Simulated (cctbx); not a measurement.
# Reading a Patterson map

Space group P-4m2 (no. 115), a = 4.1220 Å, b = 4.1220 Å, c = 6.8880 Å, α = 90.00°, β = 90.00°, γ = 90.00°, content Sm2 Pd1 Fe1 Si2.

The data are simulated with cctbx, not measured: Mo Kα, λ = 0.71073 Å, to d = 0.65 Å, 50 % of the full sphere, strongest reflection 5000 counts, noise from counting, a 6 % proportional error and a noise floor of 4 counts (s.d.); no absorption, some extinction.

Patterson synthesis from sharpened amplitudes, origin scaled to 1000:

```text
Patterson group P 4/m m m
      u       v       w   height  length (A)
  0.000   0.000   0.000   1000.0     0.00
  0.500   0.500   0.372    381.0     3.88
  0.000   0.500   0.313    372.2     2.98
  0.000   0.000   0.500    204.4     3.44
  0.500   0.500   0.000    194.4     2.91
  0.500   0.500   0.132     94.5     3.05
  0.151   0.151   0.044     61.0     0.93
  0.000   0.500   0.178     58.7     2.40
  0.000   0.160   0.089     49.7     0.90
  0.076   0.204   0.000     45.8     0.90
  0.000   0.000   0.134     41.3     0.92
  0.000   0.000   0.327     37.6     2.25
  0.253   0.253   0.232     36.0     2.18
  0.500   0.500   0.500     34.8     4.51
```

Q: Assign the vectors.

A peak at u stands for all pairs with xi − xj = u, with weight Σ ZiZj against Σ Z² = 10872 at the origin. Peak heights follow these weights only roughly, since form factors, motion and series ripples differ, all vectors within 0.55 Å of a peak are counted as merged into it though the farther ones add only part of their weight, and F(000) is left out, which lowers the whole map:

| u | v | w | shortest length (Å) | height | 1000 ΣZiZj/ΣZ² | pairs in the cell |
| --- | --- | --- | --- | --- | --- | --- |
| 0.500 | 0.500 | 0.372 | 3.88 | 381 | 372 | 1 × Sm–Sm, 1 × Si–Si |
| 0.000 | 0.500 | 0.313 | 2.98 | 372 | 411 | 1 × Sm–Pd, 1 × Sm–Fe |
| 0.000 | 0.000 | 0.500 | 3.44 | 204 | 319 | 4 × Sm–Si |
| 0.500 | 0.500 | 0.000 | 2.91 | 194 | 220 | 2 × Pd–Fe |
| 0.500 | 0.500 | 0.132 | 3.05 | 94 | 160 | 2 × Sm–Si |
| 0.151 | 0.151 | 0.044 | 0.93 | 61 | 0 | none within 0.55 Å |
| 0.000 | 0.500 | 0.178 | 2.40 | 59 | 93 | 1 × Pd–Si, 1 × Fe–Si |
| 0.000 | 0.160 | 0.089 | 0.90 | 50 | 0 | none within 0.55 Å |
| 0.076 | 0.204 | 0.000 | 0.90 | 46 | 0 | none within 0.55 Å |

The table stops at ten peaks or at a height of 45, below which ripples compete. In the model behind the data Sm, the heaviest element, has 1 independent site: (0, 1/2, 0.6853), up to an allowed shift of origin; the Sm–Sm vectors are differences of these positions and their symmetry mates. The whole model:

```csv
atom,mult.,x,y,z,Ueq (Å²)
Sm1,2,0,1/2,0.6853,0.0099
Pd1,1,1/2,1/2,0,0.0138
Fe1,1,0,0,0,0.0157
Si1,2,0,1/2,0.1705,0.0252
```

This is a model crystal, built by substitution and not relaxed, with assumed displacement parameters.

[Logs are printed without paths, hosts, clocks, repeated set-up lines and the standing remarks that a program may print on its own settings, such as how far it seeks lower states.]
